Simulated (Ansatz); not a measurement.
# What Ti (Im-3m, 1 atom in the cell) distorts into, part 2 of 2

Wanted: the energy along a soft mode of Ti (Im-3m, 1 atom in the cell) and the structure at the end.

Ansatz 0.2.0; DFT PBEsol, scalar-relativistic, plane waves, PAW.

So far, highest frequency on the path or at a solved wavevector (cm⁻¹): step 2 (the dispersion) 224. Also lowest frequency on the path (cm⁻¹): step 2 -167.

This is not the structure that Ti takes at ambient pressure and room temperature (hexagonal, No. 194); it is a model or a phase of other conditions.

### 6. Relaxation from the frozen mode

Starting from the lowest point found, all atoms and the cell are let go, so that strain and other modes of the same symmetry can join in.

The input, input.yaml:

```yaml
crystal:
  lattice:
    - [-1.6044454031, 1.6044454031, 1.6044454031]
    - [1.6044454031, -1.6044454031, 1.6044454031]
    - [3.2088908062, 3.2088908062, 0.0]
  atoms:
    - { symbol: Ti, position: [-0.0484788986, 0.0484788986, 0.0] }
    - { symbol: Ti, position: [0.5484788986, 0.4515211014, 0.5] }
kpoints:
  mp_grid: { grid: [16, 16, 10] }
hamiltonian:
  xc: pbesol
scf:
  occupations: { method: methfessel_paxton, width: 0.2 }
output:
  forces: true
  stress: true
  eigenvalues: true
relax:
  adjacent_minimum: "off"
  f_tol: 0.002
  max_steps: 120
  cell: { stress_tol: 0.03 }
```

Started as:

```bash
ansatz run input.yaml --threads 4 --pin off --max-ram 7168MiB --backend cpu --events-out ev --progress --plain --runs-dir out
```

Numbers of over 12 decimals in the logs are rounded to 6 here.

The program printed:

```text
[...]
Crystal: 2 atoms, lattice volume = 33.042 Å³
Basis set: ecut = 420 eV, 649 PW (Γ), exchange–correlation on 40×40×64 points (8 copies of the dense FFT grid, shifted against one another)
Bands: 16, of which v1, the nominal top of the filled ones, is band 12 counted from 1 (11 counted from 0)
Symmetry: 8 space group operations
[...]
k-points: 438 of 2560
[...]
SCF iter   1: F=—  HF=-4947.682994 eV  |F-HF|=—  |Δ(HF+E_count)|=         —  Δρ=7.50e-3  dr2=1.25e-2  ethr=1.77e-3  ⟨swp⟩=3.2  Hψ=25857  notcnv=0
[...]
SCF iter   5: F=-4947.678656 eV  HF=-4947.678656 eV  |F-HF|=2.82e-8  |Δ(HF+E_count)|=   7.01e-8  S|Δr|=    0.00e0  Δρ=1.41e-5  dr2=3.88e-8  ethr=4.17e-10  ⟨swp⟩=5.0  Hψ=29850  notcnv=0
SCF 1 converged in 5 iterations: F = -4947.678656 eV  dr2 = 3.88e-8
[...]
relax step   1: F+E_penalty+E_count = -4947.67865608 eV  Δ(F+E_penalty+E_count) = +0.000e0 eV  max|allowed force component| = 6.249e-2 eV/Å  Δτ_max = 0.0000 Å  P = +0.680 GPa  Ω = 33.042 Å³  (5 SCF iters, dr2 threshold 1.00e-7 eV, accepted)
Crystal: 2 atoms, lattice volume = 33.220 Å³
[...]
iter 1 solved again at ethr=2.72e-5 eV; its pass at ethr=3.10e-3 eV (dr2=6.53e-3 eV) is discarded
[...]
SCF iter   5: F=-4947.730603 eV  HF=-4947.730603 eV  |F-HF|=1.87e-8  |Δ(HF+E_count)|=   1.11e-7  S|Δr|=    0.00e0  Δρ=1.01e-5  dr2=2.42e-8  ethr=8.33e-10  ⟨swp⟩=5.0  Hψ=32545  notcnv=0
the search or the solves at the SCF's close seem to have found levels that the self-consistency loop had missed (the run counts 1). By its estimate they hold under 1e-12 electrons; where the run keeps them, the occupations were computed again with them
SCF 2 converged in 5 iterations: F = -4947.730603 eV  dr2 = 2.42e-8
relax step   2: F+E_penalty+E_count = -4947.73060259 eV  Δ(F+E_penalty+E_count) = -5.195e-2 eV  max|allowed force component| = 9.581e-3 eV/Å  Δτ_max = 0.0538 Å  P = +0.459 GPa  Ω = 33.220 Å³  energy of the carried Pulay correction = -1.197e-5 eV  (5 SCF iters, dr2 threshold 2.00e-7 eV, accepted)
Crystal: 2 atoms, lattice volume = 33.289 Å³
Basis set: ecut = 420 eV, 635 PW (Γ), exchange–correlation on 40×40×64 points (8 copies of the dense FFT grid, shifted against one another)
[...]
SCF iter   5: F=-4947.762519 eV  HF=-4947.762519 eV  |F-HF|=9.51e-9  |Δ(HF+E_count)|=   2.98e-8  S|Δr|=    0.00e0  Δρ=1.10e-5  dr2=2.22e-8  ethr=8.33e-10  ⟨swp⟩=5.1  Hψ=33780  notcnv=0
SCF 3 converged in 5 iterations: F = -4947.762519 eV  dr2 = 2.22e-8
relax step   3: F+E_penalty+E_count = -4947.76251916 eV  Δ(F+E_penalty+E_count) = -3.192e-2 eV  max|allowed force component| = 7.296e-2 eV/Å  Δτ_max = 0.0239 Å  P = +0.333 GPa  Ω = 33.289 Å³  energy of the carried Pulay correction = -1.660e-5 eV  (5 SCF iters, dr2 threshold 2.00e-7 eV, accepted)
[... from here on, the SCF cycles and remarks between the steps are left out ...]
relax step   4: F+E_penalty+E_count = -4947.78231835 eV  Δ(F+E_penalty+E_count) = -1.980e-2 eV  max|allowed force component| = 1.603e-4 eV/Å  Δτ_max = 0.0984 Å  P = +0.827 GPa  Ω = 33.141 Å³  energy of the carried Pulay correction = -6.676e-6 eV  (5 SCF iters, dr2 threshold 2.00e-7 eV, accepted)
relax step   5: F+E_penalty+E_count = -4947.78632029 eV  Δ(F+E_penalty+E_count) = -4.002e-3 eV  max|allowed force component| = 3.637e-3 eV/Å  Δτ_max = 0.0290 Å  P = -1.485 GPa  Ω = 33.804 Å³  energy of the carried Pulay correction = -5.080e-5 eV  (5 SCF iters, dr2 threshold 2.00e-7 eV, accepted)
relax step   6: F+E_penalty+E_count = -4947.78854012 eV  Δ(F+E_penalty+E_count) = -2.220e-3 eV  max|allowed force component| = 2.768e-3 eV/Å  Δτ_max = 0.0075 Å  P = +0.709 GPa  Ω = 33.188 Å³  energy of the carried Pulay correction = -9.855e-6 eV  (4 SCF iters, dr2 threshold 2.00e-7 eV, accepted)
relax step   7: F+E_penalty+E_count = -4947.78899683 eV  Δ(F+E_penalty+E_count) = -4.567e-4 eV  max|allowed force component| = 2.820e-4 eV/Å  Δτ_max = 0.0014 Å  P = +0.037 GPa  Ω = 33.371 Å³  energy of the carried Pulay correction = -2.207e-5 eV  (3 SCF iters, dr2 threshold 2.00e-7 eV, accepted)
relax step   8: F+E_penalty+E_count = -4947.78899979 eV  Δ(F+E_penalty+E_count) = -2.961e-6 eV  max|allowed force component| = 5.128e-4 eV/Å  Δτ_max = 0.0002 Å  P = +0.010 GPa  Ω = 33.379 Å³  energy of the carried Pulay correction = -2.262e-5 eV  (3 SCF iters, dr2 threshold 1.37e-8 eV, accepted)
relax step   9: F+E_penalty+E_count = -4947.79133656 eV  Δ(F+E_penalty+E_count) = -2.337e-3 eV  max|allowed force component| = 4.804e-4 eV/Å  Δτ_max = 0.0000 Å  P = +0.203 GPa  Ω = 33.379 Å³  stress off target by 4.99e-1 GPa  SCF on the basis re-selected at this cell (its energy is not comparable with the rows above)  (6 SCF iters)
relax step  10: F+E_penalty+E_count = -4947.79153102 eV  Δ(F+E_penalty+E_count) = -1.945e-4 eV  max|allowed force component| = 1.076e-4 eV/Å  Δτ_max = 0.0047 Å  P = +0.006 GPa  Ω = 33.435 Å³  energy of the carried Pulay correction = -3.755e-6 eV  (4 SCF iters, dr2 threshold 2.00e-7 eV, accepted)
[...]
SCF iter   4: F=-4947.791534 eV  HF=-4947.791534 eV  |F-HF|=0.00e0  |Δ(HF+E_count)|=  9.09e-13  S|Δr|=    0.00e0  Δρ=8.34e-8  dr2=9.00e-13  ethr=1.00e-12  ⟨swp⟩=4.1  Hψ=25365  notcnv=0
SCF 11 converged in 4 iterations: F = -4947.791534 eV  dr2 = 9.00e-13
relax step  11: F+E_penalty+E_count = -4947.79153446 eV  Δ(F+E_penalty+E_count) = -3.441e-6 eV  max|allowed force component| = 1.263e-4 eV/Å  Δτ_max = 0.0000 Å  P = +0.006 GPa  Ω = 33.435 Å³  stress off target by 2.50e-2 GPa  SCF on the basis re-selected at this cell (its energy is not comparable with the rows above)  (4 SCF iters)
[...]
SCF converged after 4 iterations
[...]
Free energy (F): -4947.791534 eV
[...]
Internal energy: -4947.796116 eV  (E = F + TS)
E sigma→0 (E₀):  -4947.792680 eV
Entropy (-TS):   0.004581 eV (2.291 meV/atom)
Fermi energy:    13.879338 eV
[...]
--- Forces (eV/Å), atoms counted from 1 ---
  atom   1  Ti     0.00012629    -0.00012629    -0.00000000
  atom   2  Ti    -0.00012629     0.00012629     0.00000000
  max |Σ_I F_I| component: 5.42e-20 eV/Å
--- Stress (GPa, compression-positive) ---
        0.012450      -0.012557       0.000000
       -0.012557       0.012450      -0.000000
        0.000000      -0.000000      -0.007625
  P = ⅓ Tr σ = 0.0058 GPa (0.058 kbar)
--- Band table (eV; the first three rows and the last of 438) ---
  k-point 0: bands = [... 8 lower, 7.5907, 11.0798, 14.6560, 14.6630, 14.7572, 14.8001, 15.1927, 15.1964]
  k-point 1: bands = [... 8 lower, 7.6788, 11.0448, 14.5989, 14.6095, 14.6162, 14.7500, 15.1420, 15.1456]
  k-point 2: bands = [... 8 lower, 7.9376, 10.9086, 14.2506, 14.5266, 14.5327, 14.6080, 15.0105, 15.0141]
  k-point 437: bands = [... 8 lower, 11.2104, 11.2104, 13.0049, 13.0049, 15.2986, 15.2986, 15.6633, 15.6633]
--- Relaxed structure (9 steps of the walk, 9 accepted, 2 SCFs on fresh bases) ---
  F+E_penalty+E_count = -4947.79153446 eV   max|allowed force component| = 1.263e-4 eV/Å   (the final SCF, on the basis selected at the relaxed cell)
  cell:  # Å, volume = 33.4351 Å³
    - [-1.776145, 1.776145, 1.450875]
    - [1.776145, -1.776145, 1.450875]
    - [3.243648, 3.243648, 0]
  atoms:
    - { symbol: Ti, position: [-0.083231, 0.083231, 0.0] }
    - { symbol: Ti, position: [0.583231, 0.416769, 0.5] }
```

Elapsed: 33 s, on 4 threads of Arm Neoverse V2, shared host; peak memory 0.5 GiB; 2.1 min of CPU time.

Step by step:

```tsv
step	energy less that of the first step (eV)	largest force component (eV/Å)	pressure (GPa)	volume (Å³)
1	0.0000	0.0625	0.68	33.04
2	-0.0519	0.0096	0.46	33.22
3	-0.0839	0.0730	0.33	33.29
4	-0.1037	0.0002	0.83	33.14
5	-0.1077	0.0036	-1.48	33.80
6	-0.1099	0.0028	0.71	33.19
7	-0.1103	0.0003	0.04	33.37
8	-0.1103	0.0005	0.01	33.38
9*	-0.1127	0.0005	0.20	33.38
10	-0.1129	0.0001	0.01	33.44
11*	-0.1129	0.0001	0.01	33.44
```

Relaxation steps marked * repeat the geometry before them on a plane-wave basis chosen anew for their cell, so energy and pressure can jump there.

Forces are held to the 8 operations that the run works with; a distortion that breaks them can't arise in this run.

```tsv
cell as run	before	after	change
a (Å)	2.779	2.901	+4.4 %
b (Å)	2.779	2.901	+4.4 %
c (Å)	4.538	4.587	+1.1 %
γ (°)	109.47	119.98	+9.6 %
volume (Å³/atom)	16.52	16.72	+1.2 %
```

The atoms that moved most (Å, as changes of fractional coordinates times the final cell):

```tsv
atom	dx	dy	dz	length
Ti1	0.123	-0.123	0.000	0.175
Ti2	-0.123	0.123	0.000	0.175
```

Final coordinates:

```cif
data_structure
_symmetry_space_group_name_H-M 'P 1'
_symmetry_Int_Tables_number 1
_cell_length_a 2.9008
_cell_length_b 2.9008
_cell_length_c 4.5872
_cell_angle_alpha 90.000
_cell_angle_beta 90.000
_cell_angle_gamma 119.977
_cell_volume 33.44
loop_
_atom_site_label
_atom_site_type_symbol
_atom_site_fract_x
_atom_site_fract_y
_atom_site_fract_z
_atom_site_occupancy
Ti1 Ti 0.91677 0.08323 0.00000 1
Ti2 Ti 0.58323 0.41677 0.50000 1
```

This step gave:

* pressure: 0.005758 GPa
* volume per atom: 16.72 Å³

The distorted start has space group Cmcm; the relaxation ends in P6_3/mmc.

### 7. The new phase in its own primitive cell

The relaxed structure is symmetrised, reduced to its primitive cell and relaxed tightly, as its phonons need.

input.yaml, the sections that differ from step 6:

```yaml
crystal:
  lattice:
    - [2.9007621449, 0.0, 0.0]
    - [-1.4503810725, 2.5121337078, 0.0]
    - [0.0, 0.0, 4.5872116852]
  atoms:
    - { symbol: Ti, position: [0.6666666667, 0.3333333333, 0.75] }
    - { symbol: Ti, position: [0.3333333333, 0.6666666667, 0.25] }
kpoints:
  mp_grid: { grid: [18, 18, 10] }
relax:
  adjacent_minimum: "off"
  f_tol: 0.001
  max_steps: 60
  cell: { stress_tol: 0.01 }
# hamiltonian, scf, output: as in step 6
```

The program printed:

```text
[...]
Crystal: 2 atoms, lattice volume = 33.427 Å³
Basis set: ecut = 420 eV, 627 PW (Γ), exchange–correlation on 40×40×64 points (8 copies of the dense FFT grid, shifted against one another)
Bands: 16, of which v1, the nominal top of the filled ones, is band 12 counted from 1 (11 counted from 0)
Symmetry: 24 space group operations
[...]
k-points: 222 of 3240
[...]
k-point 221: bands = [... 8 lower, 12.5575, 12.5575, 12.7224, 12.7224, 13.6675, 13.6675, 15.6102, 15.6102]
--- Relaxed structure (3 steps of the walk, 3 accepted, 1 SCFs on fresh bases) ---
[...]
cell:  # Å, volume = 33.4398 Å³
    - [2.900833, 2.886815357851433e-11, 0.0]
    - [-1.450417, 2.512195, 0.0]
    - [0.0, 0.0, 4.588679]
  atoms:
    - { symbol: Ti, position: [0.666667, 0.333333, 0.750000] }
    - { symbol: Ti, position: [0.333333, 0.666667, 0.25] }
[key lines of the parts left out:]
SCF converged after 5 iterations
Free energy (F): -4947.791518 eV
Fermi energy:    13.875424 eV
P = ⅓ Tr σ = -0.0015 GPa (-0.015 kbar)
```

The job ended after 5.4 s (4 threads; peak memory 0.41 GiB).

Little changed from the start: no atom moved by 0.005 Å and no cell edge by 0.1 %.

Numbers from this step:

```yaml
pressure: -0.001454 GPa
```

The forces vanish by symmetry and the pressure is -0.001 GPa, within the tolerances set. The cell now holds 16.72 Å³/atom.

### 8. Modes of the new phase, k-mesh 18×18×10

A relaxed structure may still be a saddle point, so its zone-centre modes are computed. No field response is asked, since the mesh shows no gap.

input.yaml, the sections that differ from step 7:

```yaml
crystal:
  lattice:
    - [2.9008334209, 0.0, 0.0]
    - [-1.4504167105, 2.5121954347, 0.0]
    - [0.0, 0.0, 4.5886792417]
  atoms:
    - { symbol: Ti, position: [0.6666666667, 0.3333333333, 0.75] }
    - { symbol: Ti, position: [0.3333333333, 0.6666666667, 0.25] }
output:
  eigenvalues: true
phonons:
  method: dfpt
# kpoints, hamiltonian, scf: as in step 7
# relax: removed
```

The program printed:

```text
zone centre: on kpoints.mp_grid the ground state, and the responses unless they are solved on pairs of k-points, stand on 546 of the mesh's 3240 k-points, reduced under 4 symmetry operations, with k and −k counted as one. Each operation leaves every solved displacement unchanged or reverses it
[...]
Crystal: 2 atoms, lattice volume = 33.440 Å³
Basis set: ecut = 420 eV, 627 PW (Γ), exchange–correlation on 40×40×64 points (8 copies of the dense FFT grid, shifted against one another)
Bands: 16, of which v1, the nominal top of the filled ones, is band 12 counted from 1 (11 counted from 0)
Symmetry: 24 space group operations
k-points: 546 of 3240 (irreducible under 4 space group operations, time reversal used)
[...]
SCF iter   1: F=—  HF=-4947.798288 eV  |F-HF|=—  |Δ(HF+E_count)|=         —  Δρ=8.62e-3  dr2=1.87e-2  ethr=1.77e-3  ⟨swp⟩=4.4  Hψ=76370  notcnv=0
automatic band count: the SCF goes on with 20 bands, as 16 were too few: they end inside the smearing window of the response
[...]
SCF iter   2: F=—  HF=-4947.793146 eV  |F-HF|=—  |Δ(HF+E_count)|=   5.14e-3  S|Δr|=    0.00e0  Δρ=4.42e-3  dr2=5.44e-3  ethr=7.78e-5  ⟨swp⟩=1.0  Hψ=15288  notcnv=0
[...]
SCF iter   7: F=-4947.791518 eV  HF=-4947.791518 eV  |F-HF|=1.82e-12  |Δ(HF+E_count)|=  7.28e-11  S|Δr|=    0.00e0  Δρ=6.29e-8  dr2=3.85e-13  ethr=1.00e-12  ⟨swp⟩=8.0  Hψ=43225  notcnv=0
SCF 1 converged in 7 iterations: F = -4947.791518 eV  dr2 = 3.85e-13
[...]
DFPT response loops at Γ: preconditioner auto → Kerker (q_TF=auto, 2.582 Å⁻¹) (partly filled bands, converged f_vac=0.000); β = 1.00, the filter's whole step (`scf.mixing.beta` (0.50) is not read by the response loops under this deck's `scf.mixing.preconditioner`; to damp them name `kerker` or `kerker_dos`, under which they read `scf.mixing.beta`, and type it under 1.00, their step now; both keys bind the ground state too); Broyden in place of MSR1
SCF converged after 7 iterations
[...]
Free energy (F): -4947.791518 eV
[...]
Internal energy: -4947.796470 eV  (E = F + TS)
E sigma→0 (E₀):  -4947.792756 eV
Entropy (-TS):   0.004951 eV (2.476 meV/atom)
Fermi energy:    13.875425 eV
[...]
--- Band table (eV; the first three rows and the last of 546) ---
  k-point 0: bands = [... 8 lower, 7.5886, 11.0774, 14.6568, 14.6568, 14.7508, 14.7946, 15.1909, 15.1909, ... 4 higher]
  k-point 1: bands = [... 8 lower, 7.6766, 11.0422, 14.5928, 14.6105, 14.6105, 14.7446, 15.1404, 15.1404, ... 4 higher]
  k-point 2: bands = [... 8 lower, 7.9353, 10.9056, 14.2453, 14.5277, 14.5277, 14.6028, 15.0092, 15.0092, ... 4 higher]
  k-point 545: bands = [... 8 lower, 11.7883, 11.7883, 13.2785, 13.2785, 13.7658, 13.7658, 15.4853, 15.4853, ... 4 higher]
--- Phonons (Γ-DFPT): 2 representative perturbations + reference, on 546 of 3240 k-points (Σ response iterations 6) ---
  k mesh reduced under 4 symmetry operations, with k and −k counted as one. Each operation leaves every solved displacement unchanged or reverses it
  ASR residual: 3.267e-6 → 0.000e0 eV/Å²; symmetrization residual: 3.965e-10 eV/Å²
  ASR residual per site (eV/Å²): 3.27e-6 3.27e-6
  Γ frequencies (cm⁻¹): 0.00 0.00 0.00 127.58 127.58 192.09
  non-analytic LO–TO correction: not included (Born effective charges unavailable; polar crystals: no LO–TO splitting at Γ)
```

It took 21 s on 4 threads; peak memory 1.3 GiB; 77 s of CPU time.

Numbers from this step:

* sum-rule residual before enforcement: 3.27e-6 eV/Å²
* point group: 6/mmm
* highest optical mode at the zone centre (no LO-TO term): 192.1 cm⁻¹
* lowest optical zone-centre mode: 127.6 cm⁻¹

Patterns of degenerate modes are one choice out of their space. Modes at Γ:

```tsv
mode	frequency (cm⁻¹)	symmetry
1	0.0	acoustic
2	0.0	acoustic
3	0.0	acoustic
4	127.6	E2g
5	127.6	E2g
6	192.1	B1g
```

Displacements in mode 4 (127.6 cm⁻¹), the largest set to 1:
```
Ti1  1.00  0.00  0.00
Ti2 -1.00  0.00  0.00
```

Displacements in mode 6 (192.1 cm⁻¹), the largest set to 1:
```
Ti1  0.00  0.00  1.00
Ti2  0.00  0.00 -1.00
```

Before it was imposed, the acoustic sum rule was missed by 3.3e-6 eV/Å². Small misses are needed for a sound result but don't prove that mesh and cutoff are converged. The lowest optical mode is real, 128 cm⁻¹.

### 9. Outcome

| Property | Result |
| --- | --- |
| unstable mode of the parent | q = (0, 0, -0.5), 164i cm⁻¹ |
| depth at the lowest point sampled | 46.9 meV/atom |
| largest atomic shift at that point | 0.22 Å |
| space group reached (within 0.01 Å) | P6_3/mmc |
| energy gained over the parent (first relaxation, on the mesh of the frozen mode) | 103 meV/atom |
| volume per atom, phase reached | 16.7 Å³ |
| lowest optical zone-centre mode, phase reached | 128 cm⁻¹ |
| highest optical mode at the zone centre (no LO-TO term), phase reached | 192 cm⁻¹ |

In words: Along this mode the structure falls into P6_3/mmc, 103 meV/atom below the parent. At the parent's cell the well is 46.90 meV/atom deep on the steps tried, with its lowest point at a shift of 0.22 Å. Relaxing atoms and cell changes the gain by +56.34 meV/atom against the lowest step (energies at zero smearing). The new phase has no imaginary mode at the zone centre of its cell; other wavevectors were not checked. Of the 2 patterns followed to their end from this parent, this one reaches the lowest energy. Each path keeps the symmetry of its pattern, so a lower phase may lie along a pattern not tried. With no gap, or one that is small against the smearing, the frequencies hang on the k mesh and the smearing, most of all near Kohn anomalies.

[Logs are printed without paths, hosts, clocks, repeated set-up lines and the standing remarks that a program may print on its own settings, such as how far it seeks lower states.]

[Hosts, paths, dates, database ids (printed as entryN), source tags and the programs' standing remarks are cut or masked in the printed files.]
